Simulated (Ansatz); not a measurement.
**AlCo (Pm-3m): zone-centre modes under pressure**

Aim: how do the optical modes of AlCo (Pm-3m) move with volume?

Main program and level: Ansatz 0.2.0; DFT LDA, scalar-relativistic, plane waves, PAW; PAW set soft_1.

## (1) Starting point

Symmetry: Pm-3m, No. 221, cubic system. Conventional cell: a = 2.819 Å, b = 2.819 Å, c = 2.819 Å, α = 90.00°, β = 90.00°, γ = 90.00°. Nearest to Al lie 8 Co at 2.44 Å. Nearest to Co lie 8 Al at 2.44 Å. Farther neighbours are not listed.

As a file:

```cif
data_structure
_symmetry_space_group_name_H-M 'P 1'
_symmetry_Int_Tables_number 1
_cell_length_a 2.8194
_cell_length_b 2.8194
_cell_length_c 2.8194
_cell_angle_alpha 90.000
_cell_angle_beta 90.000
_cell_angle_gamma 90.000
_cell_volume 22.41
loop_
_atom_site_label
_atom_site_type_symbol
_atom_site_fract_x
_atom_site_fract_y
_atom_site_fract_z
_atom_site_occupancy
Al1 Al 0.00000 0.00000 0.00000 1
Co2 Co 0.50000 0.50000 0.50000 1
```

## (2) Bringing the structure to rest

The cell and atoms are relaxed, since residual forces and stress would shift the frequencies.

Input file input.yaml:

```yaml
crystal:
  lattice:
    - [2.81940321, 0.0, 0.0]
    - [0.0, 2.81940321, 0.0]
    - [0.0, 0.0, 2.81940321]
  atoms:
    - { symbol: Al, position: [0.0, 0.0, 0.0] }
    - { symbol: Co, position: [0.5, 0.5, 0.5] }
kpoints:
  mp_grid: { grid: [14, 14, 14] }
hamiltonian:
  xc: lda
  pseudopotentials: { kind: paw, azcp: { folder: soft_1 }, xc_functional: pbe }
scf:
  occupations: { method: gaussian, width: 0.1 }
output:
  forces: true
  stress: true
  eigenvalues: true
  write_density: true
  write_potential: true
  elf: true
  volumetric_format: npy
relax:
  adjacent_minimum: "off"
  f_tol: 0.005
  max_steps: 80
  cell: { stress_tol: 0.05 }
```

Command:

```
> ansatz run input.yaml --threads 4 --pin off --max-ram 10240MiB --backend cpu --events-out ev --progress --plain --runs-dir out
```

Numbers of over 12 decimals in the logs are rounded to 6 here.

The program printed:

```text
Engine: ansatz 0.2.0, aarch64-unknown-linux-gnu
Pseudopotentials: kind: paw
Pseudopotential: Al, paw, valence charge 3, recommended cutoff 420 eV (normal), soft_1/Al.paw.azcp
Pseudopotential: Co, paw, valence charge 17, recommended cutoff 420 eV (normal), soft_1/Co.paw.azcp
Functional definition: SPW92
  exchange = slater_x
  correlation = pw_c
Crystal: 2 atoms, lattice volume = 22.412 Å³
Basis set: ecut = 420 eV, 461 PW (Γ)
Bands: 14, of which v1, the nominal top of the filled ones, is band 10 counted from 1 (9 counted from 0)
Symmetry: 48 space group operations
Space group: Pm-3m (ITA 221), of the structure as read, at distance tolerance 2.8e-5 Å
k-points: 120 of 2744
Non-local potential: Al, projectors of the file, l = 0: 2, l = 1: 2, l = 2: 1
Non-local potential: Co, projectors of the file, l = 0: 3, l = 1: 2, l = 2: 3, l = 3: 1
PAW form: soft (Blöchl's): semilocal exchange-correlation on the pseudo side does not see the compensation charge
PAW frozen core: Al, regenerated for the run's functional, and the local potential with it (the file was generated under x = pbe(κ = 0.804, μ = 0.219515), c = pbe(β = 0.066725))
PAW frozen core: Co, regenerated for the run's functional, and the local potential with it (the file was generated under x = pbe(κ = 0.804, μ = 0.219515), c = pbe(β = 0.066725))
PAW one-centre angular grid: Al, 110 points (default); XC on 64 Gauss nodes
PAW one-centre angular grid: Co, 590 points (default); XC on 64 Gauss nodes
Initial density: superposition of atomic densities (chi_scale 0.1, normalization cell, long waves kept (reshape's long-wave potential 0.00 eV rms))
Initial wavefunctions: pseudopotential atomic-orbital guess
Functional: x = slater, c = lda
SCF iter   1: F=—  HF=-5577.255179 eV  |F-HF|=—  |Δ(HF+E_count)|=         —  Δρ=7.40e-2  dr2=1.09e0  ethr=3.10e-3  ⟨swp⟩=4.1  Hψ=7760  notcnv=0
preconditioner: auto → none  [metal: Δε(μ)=0.064 eV  Ē_g=8.739 eV  σ=0.100 eV  W_gap=0.34  n_scr=6 (ndim 8)  ℏωp=27.2 eV  f_vac=0.000  D(μ)=0.67/eV (n_scr^D=6)  sad-step TF]
SCF iter   2: F=—  HF=-5577.217112 eV  |F-HF|=—  |Δ(HF+E_count)|=   3.81e-2  Δρ=8.07e-2  dr2=1.30e0  ethr=3.10e-3  ⟨swp⟩=1.0  Hψ=2643  notcnv=0
SCF iter   3: F=—  HF=-5577.003585 eV  |F-HF|=—  |Δ(HF+E_count)|=   2.14e-1  Δρ=1.52e-2  dr2=4.54e-2  ethr=3.10e-3  ⟨swp⟩=2.5  Hψ=2603  notcnv=0
SCF iter   4: F=—  HF=-5576.994832 eV  |F-HF|=—  |Δ(HF+E_count)|=   8.75e-3  Δρ=4.02e-3  dr2=2.88e-3  ethr=2.27e-4  ⟨swp⟩=1.2  Hψ=2591  notcnv=0  defer=8
SCF iter   5: F=—  HF=-5576.994220 eV  |F-HF|=—  |Δ(HF+E_count)|=   6.12e-4  Δρ=3.02e-4  dr2=2.13e-5  ethr=1.44e-5  ⟨swp⟩=1.7  Hψ=2010  notcnv=0  defer=8
SCF iter   6: F=—  HF=-5576.994206 eV  |F-HF|=—  |Δ(HF+E_count)|=   1.37e-5  Δρ=2.06e-5  dr2=4.89e-8  ethr=5.00e-10  ⟨swp⟩=7.4  Hψ=12468  notcnv=0
SCF iter   7: F=-5576.994206 eV  HF=-5576.994206 eV  |F-HF|=2.57e-9  |Δ(HF+E_count)|=   4.98e-8  Δρ=4.09e-6  dr2=2.21e-9  ethr=2.44e-10  ⟨swp⟩=6.4  Hψ=8182  notcnv=0
SCF 1 converged in 7 iterations: F = -5576.994206 eV  dr2 = 2.21e-9
  greatest PAW one-centre occupation: 1.001 electrons in one spin orbital (limit 2), on the Co atom at site 1 (counted from 0), in its partial waves of l = 1
relax step   1: F+E_penalty+E_count = -5576.99420601 eV  Δ(F+E_penalty+E_count) = +0.000e0 eV  max|allowed force component| = 3.037e-29 eV/Å  Δτ_max = 0.0000 Å  P = -5.424 GPa  Ω = 22.412 Å³  (7 SCF iters, dr2 threshold 1.00e-7 eV, accepted)
Crystal: 2 atoms, lattice volume = 22.068 Å³
Basis set: ecut = 420 eV, 437 PW (Γ)
Initial density: handed on by an earlier stage of this run
Initial wavefunctions: those handed on with the density
iter 1 solved again at ethr=1.78e-6 eV; its pass at ethr=3.10e-3 eV (dr2=3.55e-4 eV) is discarded
SCF iter   1: F=—  HF=-5577.002968 eV  |F-HF|=—  |Δ(HF+E_count)|=         —  Δρ=1.43e-3  dr2=3.00e-4  ethr=1.78e-6  ⟨swp⟩=1.1  Hψ=9980  notcnv=0
preconditioner: auto → none  [metal: Δε(μ)=0.080 eV  Ē_g=8.612 eV  σ=0.100 eV  W_gap=0.40  n_scr=6 (ndim 8)  ℏωp=27.4 eV  f_vac=0.000  D(μ)=0.62/eV (n_scr^D=6)]
SCF iter   2: F=—  HF=-5577.002883 eV  |F-HF|=—  |Δ(HF+E_count)|=   8.50e-5  Δρ=3.52e-4  dr2=1.62e-5  ethr=1.50e-6  ⟨swp⟩=1.1  Hψ=1738  notcnv=0
SCF iter   3: F=—  HF=-5577.002865 eV  |F-HF|=—  |Δ(HF+E_count)|=   1.79e-5  Δρ=6.68e-5  dr2=5.45e-7  ethr=8.10e-8  ⟨swp⟩=2.3  Hψ=2373  notcnv=0
iter 4 did not close the SCF: its close was put off for the readings that it lacked (scf_convergence_deferred on its scf_iter line)
SCF iter   4: F=-5577.002865 eV  HF=-5577.002865 eV  |F-HF|=6.35e-8  |Δ(HF+E_count)|=   3.72e-7  Δρ=3.00e-5  dr2=1.08e-7  ethr=2.73e-9  ⟨swp⟩=2.0  Hψ=2814  notcnv=0
iter 5 did not close the SCF: its close was put off for the readings that it lacked (scf_convergence_deferred on its scf_iter line)
SCF iter   5: F=-5577.002865 eV  HF=-5577.002865 eV  |F-HF|=4.55e-12  |Δ(HF+E_count)|=   7.33e-9  Δρ=6.00e-7  dr2=3.57e-11  ethr=5.40e-10  ⟨swp⟩=1.3  Hψ=1830  notcnv=0
SCF iter   6: F=-5577.002865 eV  HF=-5577.002865 eV  |F-HF|=0.00e0  |Δ(HF+E_count)|=  1.82e-12  Δρ=1.02e-7  dr2=9.86e-13  ethr=1.00e-12  ⟨swp⟩=3.8  Hψ=7742  notcnv=0
SCF 2 converged in 6 iterations: F = -5577.002865 eV  dr2 = 9.86e-13
relax step   2: F+E_penalty+E_count = -5577.00286466 eV  Δ(F+E_penalty+E_count) = -8.659e-3 eV  max|allowed force component| = 1.242e-29 eV/Å  Δτ_max = 0.0000 Å  P = -2.468 GPa  Ω = 22.068 Å³  energy of the carried Pulay correction = +1.437e-4 eV  (6 SCF iters, dr2 threshold 2.00e-7 eV, accepted)
Crystal: 2 atoms, lattice volume = 21.788 Å³
iter 1 solved again at ethr=1.01e-6 eV; its pass at ethr=3.10e-3 eV (dr2=2.01e-4 eV) is discarded
SCF iter   1: F=—  HF=-5577.005128 eV  |F-HF|=—  |Δ(HF+E_count)|=         —  Δρ=1.18e-3  dr2=2.04e-4  ethr=1.01e-6  ⟨swp⟩=2.0  Hψ=9962  notcnv=0
preconditioner: auto → none  [metal: Δε(μ)=0.082 eV  Ē_g=8.710 eV  σ=0.100 eV  W_gap=0.41  n_scr=6 (ndim 8)  ℏωp=27.6 eV  f_vac=0.000  D(μ)=0.60/eV (n_scr^D=0)]
SCF iter   2: F=—  HF=-5577.005070 eV  |F-HF|=—  |Δ(HF+E_count)|=   5.83e-5  Δρ=2.96e-4  dr2=1.14e-5  ethr=1.01e-6  ⟨swp⟩=1.1  Hψ=1747  notcnv=0
SCF iter   3: F=—  HF=-5577.005057 eV  |F-HF|=—  |Δ(HF+E_count)|=   1.31e-5  Δρ=5.46e-5  dr2=3.56e-7  ethr=5.70e-8  ⟨swp⟩=2.3  Hψ=2368  notcnv=0
iter 4 did not close the SCF: its close was put off for the readings that it lacked (scf_convergence_deferred on its scf_iter line)
SCF iter   4: F=-5577.005057 eV  HF=-5577.005057 eV  |F-HF|=4.41e-8  |Δ(HF+E_count)|=   2.23e-7  Δρ=2.51e-5  dr2=7.43e-8  ethr=1.78e-9  ⟨swp⟩=2.0  Hψ=2851  notcnv=0
iter 5 did not close the SCF: its close was put off for the readings that it lacked (scf_convergence_deferred on its scf_iter line)
SCF iter   5: F=-5577.005057 eV  HF=-5577.005057 eV  |F-HF|=6.37e-12  |Δ(HF+E_count)|=   5.30e-9  Δρ=3.33e-7  dr2=9.77e-12  ethr=3.72e-10  ⟨swp⟩=1.4  Hψ=1885  notcnv=0
SCF iter   6: F=-5577.005057 eV  HF=-5577.005057 eV  |F-HF|=9.09e-13  |Δ(HF+E_count)|=  2.18e-11  Δρ=5.46e-8  dr2=2.63e-13  ethr=1.00e-12  ⟨swp⟩=3.9  Hψ=7410  notcnv=0
SCF 3 converged in 6 iterations: F = -5577.005057 eV  dr2 = 2.63e-13
  greatest PAW one-centre occupation: 1.002 electrons in one spin orbital (limit 2), on the Co atom at site 1 (counted from 0), in its partial waves of l = 1
relax step   3: F+E_penalty+E_count = -5577.00505673 eV  Δ(F+E_penalty+E_count) = -2.192e-3 eV  max|allowed force component| = 4.257e-30 eV/Å  Δτ_max = 0.0000 Å  P = +0.118 GPa  Ω = 21.788 Å³  energy of the carried Pulay correction = +2.619e-4 eV  (6 SCF iters, dr2 threshold 2.00e-7 eV, accepted)
[...]
relax step   4: F+E_penalty+E_count = -5577.00505590 eV  Δ(F+E_penalty+E_count) = +8.346e-7 eV  max|allowed force component| = 3.944e-30 eV/Å  Δτ_max = 0.0000 Å  P = -0.002 GPa  Ω = 21.801 Å³  energy of the carried Pulay correction = +2.566e-4 eV  (6 SCF iters, accepted)
Initial wavefunctions: pseudopotential atomic-orbital guess (no wavefunctions were taken with the density)
iter 1 solved again at ethr=1.79e-8 eV; its pass at ethr=3.10e-3 eV (dr2=3.59e-6 eV) is discarded
SCF iter   1: F=—  HF=-5577.004829 eV  |F-HF|=—  |Δ(HF+E_count)|=         —  Δρ=3.56e-5  dr2=3.60e-8  ethr=1.79e-8  ⟨swp⟩=3.0  Hψ=12700  notcnv=0
SCF iter   2: F=—  HF=-5577.004830 eV  |F-HF|=—  |Δ(HF+E_count)|=   1.25e-6  Δρ=1.62e-5  dr2=6.28e-9  ethr=1.80e-10  ⟨swp⟩=2.3  Hψ=2653  notcnv=0
SCF iter   3: F=—  HF=-5577.004830 eV  |F-HF|=—  |Δ(HF+E_count)|=   8.83e-9  Δρ=3.16e-6  dr2=6.00e-10  ethr=3.14e-11  ⟨swp⟩=1.0  Hψ=1680  notcnv=0
iter 4 did not close the SCF: its close was put off for the readings that it lacked (scf_convergence_deferred on its scf_iter line)
SCF iter   4: F=-5577.004830 eV  HF=-5577.004830 eV  |F-HF|=5.46e-12  |Δ(HF+E_count)|=  1.10e-10  Δρ=2.31e-7  dr2=6.86e-12  ethr=3.00e-12  ⟨swp⟩=2.0  Hψ=2258  notcnv=0
iter 5 did not close the SCF: its close was put off for the readings that it lacked (scf_convergence_deferred on its scf_iter line)
SCF iter   5: F=-5577.004830 eV  HF=-5577.004830 eV  |F-HF|=9.09e-13  |Δ(HF+E_count)|=    0.00e0  Δρ=6.14e-9  dr2=2.05e-15  ethr=1.00e-12  ⟨swp⟩=1.0  Hψ=1680  notcnv=0
iter 6 did not close the SCF: its close was put off for the readings that it lacked (scf_convergence_deferred on its scf_iter line)
SCF iter   6: F=-5577.004830 eV  HF=-5577.004830 eV  |F-HF|=1.82e-12  |Δ(HF+E_count)|=  1.82e-12  Δρ=7.41e-10  dr2=1.05e-16  ethr=1.00e-12  ⟨swp⟩=1.0  Hψ=1680  notcnv=0
iter 7 did not close the SCF: its close was put off for the readings that it lacked (scf_convergence_deferred on its scf_iter line)
SCF iter   7: F=-5577.004830 eV  HF=-5577.004830 eV  |F-HF|=0.00e0  |Δ(HF+E_count)|=  1.82e-12  Δρ=4.77e-10  dr2=3.15e-17  ethr=1.00e-12  ⟨swp⟩=1.0  Hψ=1680  notcnv=0
SCF iter   8: F=-5577.004830 eV  HF=-5577.004830 eV  |F-HF|=1.82e-12  |Δ(HF+E_count)|=    0.00e0  Δρ=1.48e-10  dr2=2.95e-18  ethr=1.00e-12  ⟨swp⟩=1.4  Hψ=4086  notcnv=0
SCF 5 converged in 8 iterations: F = -5577.004830 eV  dr2 = 2.95e-18
relax step   5: F+E_penalty+E_count = -5577.00482989 eV  Δ(F+E_penalty+E_count) = +2.260e-4 eV  max|allowed force component| = 5.259e-30 eV/Å  Δτ_max = 0.0000 Å  P = -0.015 GPa  Ω = 21.801 Å³  stress off target by 1.51e-2 GPa  SCF on the basis re-selected at this cell (its energy is not comparable with the rows above)  (8 SCF iters)
basis re-selected at this cell: Δ(F+E_penalty+E_count) = +2.260e-4 eV, ΔP = -0.013 GPa vs the last step (what re-selecting the basis moved, of the pressure what is left beyond the Pulay correction that the steps carried, after the strain that the cell walked since its last selection, with what the two solves' SCF thresholds leave and, on support functions, any second-order correction that the steps lacked; it is no m [...]
SCF converged after 8 iterations
Free energy (F): -5577.004830 eV
Harris-Foulkes:  -5577.004830 eV  (|F-HF|=1.82e-12)
Internal energy: -5577.001838 eV  (E = F + TS)
E sigma→0 (E₀):  -5577.003334 eV
Entropy (-TS):   -0.002992 eV (-1.496 meV/atom)
Fermi energy:    15.200696 eV
--- Per-component energies (eV) ---
  E_band       = -268.548143
  E_kinetic    = 324.806637
  E_local      = -3423.717579  (includes V_loc(G=0)·N_el)
  E_nonlocal   = 453.783121
  E_hartree    = 1549.069762
  E_xc         = -132.470001
  E_vxc        = -152.299938  (∫ρ·V_xc dr)
  E_paw        = -1958.991086  (= ΣΔE_a)
  E_vpaw       = -569.259873  (= ΣTr[D̂ρ^β])
  E_aug_tail   = -0.000035  (compensation charges beyond the density's cutoff)
  E_ewald      = -2389.956625
  E_core_change = 0.473968  (= ΣΔE_core)
  E_smearing   = -0.002992  (= −TS)
  E_closure    = 0.000000  (closes the sum)
  Σ components = -5577.004830   (vs F -5577.004830, Δ=0.00e0)
--- Forces (eV/Å), atoms counted from 1 ---
  atom   1  Al    -0.00000000     0.00000000     0.00000000
  atom   2  Co    -0.00000000     0.00000000     0.00000000
  max |Σ_I F_I| component: 1.47e-29 eV/Å
--- Stress (GPa, compression-positive) ---
       -0.015065       0.000000       0.000000
        0.000000      -0.015065       0.000000
        0.000000       0.000000      -0.015065
  P = ⅓ Tr σ = -0.0151 GPa (-0.151 kbar)
--- Band table (eV; the first three rows and the last of 120) ---
  k-point 0: bands = [... 6 lower, 11.9116, 14.3150, 14.3150, 14.3150, 21.4217, 21.4217, 21.4217, 24.2158]
  k-point 1: bands = [... 6 lower, 11.9407, 14.2575, 14.2575, 14.3212, 20.4775, 21.5627, 21.5627, 24.1954]
  k-point 2: bands = [... 6 lower, 12.0233, 14.1040, 14.1040, 14.3387, 18.9048, 21.9677, 21.9677, 24.1357]
  k-point 119: bands = [... 6 lower, 10.9860, 14.9474, 14.9474, 17.5805, 17.5805, 17.5805, 19.7673, 20.9349]
--- Relaxed structure (4 steps of the walk, 4 accepted, 1 SCFs on fresh bases) ---
  F+E_penalty+E_count = -5577.00482989 eV   max|allowed force component| = 5.259e-30 eV/Å   (the final SCF, on the basis selected at the relaxed cell)
  cell:  # Å, volume = 21.8008 Å³
    - [2.793558, 0, 0]
    - [0, 2.793558, 0]
    - [0, 0, 2.793558]
  atoms:
    - { symbol: Al, position: [0, 0, 0] }
    - { symbol: Co, position: [0.500000, 0.500000, 0.500000] }
```

The job ended after 5.7 s (4 threads of Arm Neoverse N1, shared host; peak memory 0.33 GiB; 20 s of CPU time).

This run has no spin polarisation, although Co can carry a moment.

Step by step:

```
step  energy less that of the first step (eV)  largest force component (eV/Å)  pressure (GPa)  volume (Å³)
   1                                   0.0000                          0.0000           -5.42        22.41
   2                                  -0.0087                          0.0000           -2.47        22.07
   3                                  -0.0109                          0.0000            0.12        21.79
   4                                  -0.0108                          0.0000            0.00        21.80
  5*                                  -0.0106                          0.0000           -0.02        21.80
```

Relaxation steps marked * repeat the geometry before them on a plane-wave basis chosen anew for their cell, so energy and pressure can jump there.

The run keeps the 48 symmetry operations that it works with, so distortions that break them were not tested.

```
conventional cell, symmetrised  before  after  change
                         a (Å)   2.819  2.794  -0.9 %
                         b (Å)   2.819  2.794  -0.9 %
                         c (Å)   2.819  2.794  -0.9 %
              volume (Å³/atom)   11.21  10.90  -2.7 %
```

Final coordinates:

```
Al Co
1.0
     2.79356    0.00000    0.00000
     0.00000    2.79356    0.00000
     0.00000    0.00000    2.79356
Al Co
1 1
Direct
  0.00000 0.00000 0.00000
  0.50000 0.50000 0.50000
```

Numbers from this step:

```yaml
pressure: -0.01506 GPa
volume_per_atom: 10.90 Å³
gap_on_the_k_mesh: 0 eV
```

ELF in the ac plane at fractional y = 0.000, with atoms of Al within 0.2 Å of it. It is the smooth field of the valence electrons, not physical close to the nuclei.

Ten even steps from '0' (0.00) to '9' (0.57):
```
20026888886200
00147888887410
12478888888742
56788887888876
88888877788888
88888777778888
88887777777888
88888777778888
88888877788888
56788887888876
12478888888742
00147888887410
20026888886200
92015888885102
```
Columns run along a (2.8 Å), rows up along c (2.8 Å). Atoms in or near the plane, at fractional coordinates: Al at (0.00, 0.00).

Electrostatic potential energy in the ac plane at fractional y = 0.000, with atoms of Al within 0.2 Å of it. With pseudopotentials it is smooth inside the atoms' cores, unlike the true potential.

Values in eV, 14 rows by 14 columns:
```
26 26  9 -1  0  9 13 14 13  9  0 -1  9 26
13  9  2 -2  3 11 14 15 14 11  3 -2  2  9
 0 -1 -2  0  8 13 15 16 15 13  8  0 -2 -1
-1  0  3  8 12 14 16 16 16 14 12  8  3  0
 8  9 11 13 14 15 16 16 16 15 14 13 11  9
13 13 14 15 16 16 16 16 16 16 16 15 14 13
14 14 15 16 16 16 16 16 16 16 16 16 15 14
13 13 14 15 16 16 16 16 16 16 16 15 14 13
 8  9 11 13 14 15 16 16 16 15 14 13 11  9
-1  0  3  8 12 14 16 16 16 14 12  8  3  0
 0 -1 -2  0  8 13 15 16 15 13  8  0 -2 -1
13  9  2 -2  3 11 14 15 14 11  3 -2  2  9
26 26  9 -1  0  9 13 14 13  9  0 -1  9 26
26 26 13  0 -1  8 13 14 13  8 -1  0 13 26
```
Columns run along a (2.8 Å; values clipped at the 3rd and 97th percentile), rows up along c (2.8 Å). Atoms in or near the plane, at fractional coordinates: Al at (0.00, 0.00).

Valence density in the ac plane at fractional y = 0.000, with atoms of Al within 0.2 Å of it. It is the smooth field of the valence electrons, not physical close to the nuclei.

Ten even steps from '_' (0.05 e/Å³) to '@' (0.30 e/Å³):
```
____..==##%%######%%##==..__
....--**##%%%%##%%%%##**--..
--==**##%%%%%%%%%%%%%%##**==
**####%%%%%%%%%%%%%%%%%%####
##%%%%%%%%@@@@@@@@@@%%%%%%%%
####%%%%%%@@@@@@@@@@%%%%%%##
######%%%%@@@@@@@@@@%%%%####
####%%%%%%@@@@@@@@@@%%%%%%##
##%%%%%%%%@@@@@@@@@@%%%%%%%%
**####%%%%%%%%%%%%%%%%%%####
--==**##%%%%%%%%%%%%%%##**==
....--**##%%%%##%%%%##**--..
____..==##%%######%%##==..__
____..--**##########**--..__
```
Columns run along a (2.8 Å), rows up along c (2.8 Å). Atoms in or near the plane, at fractional coordinates: Al at (0.00, 0.00).

In this step the volume went from 11.21 to 10.90 Å³/atom.

## (3) Tight relaxation

Phonons need small forces and stress, so the relaxation is finished with tight tolerances on 16×16×16 k points.

Input file input.yaml:

```yaml
crystal:
  lattice:
    - [2.7935581773, 0.0, 0.0]
    - [0.0, 2.7935581773, 0.0]
    - [0.0, 0.0, 2.7935581773]
  atoms:
    - { symbol: Al, position: [0.0, 0.0, 0.0] }
    - { symbol: Co, position: [0.5, 0.5, 0.5] }
kpoints:
  mp_grid: { grid: [16, 16, 16] }
hamiltonian:
  xc: lda
  pseudopotentials: { kind: paw, azcp: { folder: soft_1 }, xc_functional: pbe }
scf:
  occupations: { method: methfessel_paxton, width: 0.2 }
output:
  forces: true
  stress: true
  eigenvalues: true
relax:
  adjacent_minimum: "off"
  f_tol: 0.001
  max_steps: 60
  cell: { stress_tol: 0.01 }
```

The program printed:

```text
[...]
Crystal: 2 atoms, lattice volume = 21.801 Å³
Basis set: ecut = 420 eV, 437 PW (Γ)
Bands: 14, of which v1, the nominal top of the filled ones, is band 10 counted from 1 (9 counted from 0)
Symmetry: 48 space group operations
[...]
k-points: 165 of 4096
[...]
k-point 164: bands = [... 6 lower, 10.9884, 14.9497, 14.9497, 17.5848, 17.5848, 17.5848, 19.7739, 20.9398]
--- Relaxed structure (3 steps of the walk, 3 accepted, 1 SCFs on fresh bases) ---
[...]
cell:  # Å, volume = 21.7956 Å³
    - [2.793334, 0, 0]
    - [0, 2.793334, 0]
    - [0, 0, 2.793334]
  atoms:
    - { symbol: Al, position: [0, 0, 0] }
    - { symbol: Co, position: [0.500000, 0.500000, 0.500000] }
[key lines of the parts left out:]
SCF converged after 5 iterations
Free energy (F): -5577.001083 eV
Fermi energy:    15.207320 eV
P = ⅓ Tr σ = 0.0003 GPa (0.003 kbar)
```

Run time: 5.1 s. Hardware: 4 threads; peak memory 0.35 GiB.

Little changed from the start: no atom moved by 0.005 Å and no cell edge by 0.1 %.

Numbers from this step:

```yaml
pressure: 3.13e-4 GPa
```

The forces vanish by symmetry and the pressure is 0.000 GPa, within the tolerances set. The cell now holds 10.90 Å³/atom.

[end of part 1 of 2]

[Logs are printed without paths, hosts, clocks, repeated set-up lines and the standing remarks that a program may print on its own settings, such as how far it seeks lower states.]

[Hosts, paths, dates, database ids (printed as entryN), source tags and the programs' standing remarks are cut or masked in the printed files.]
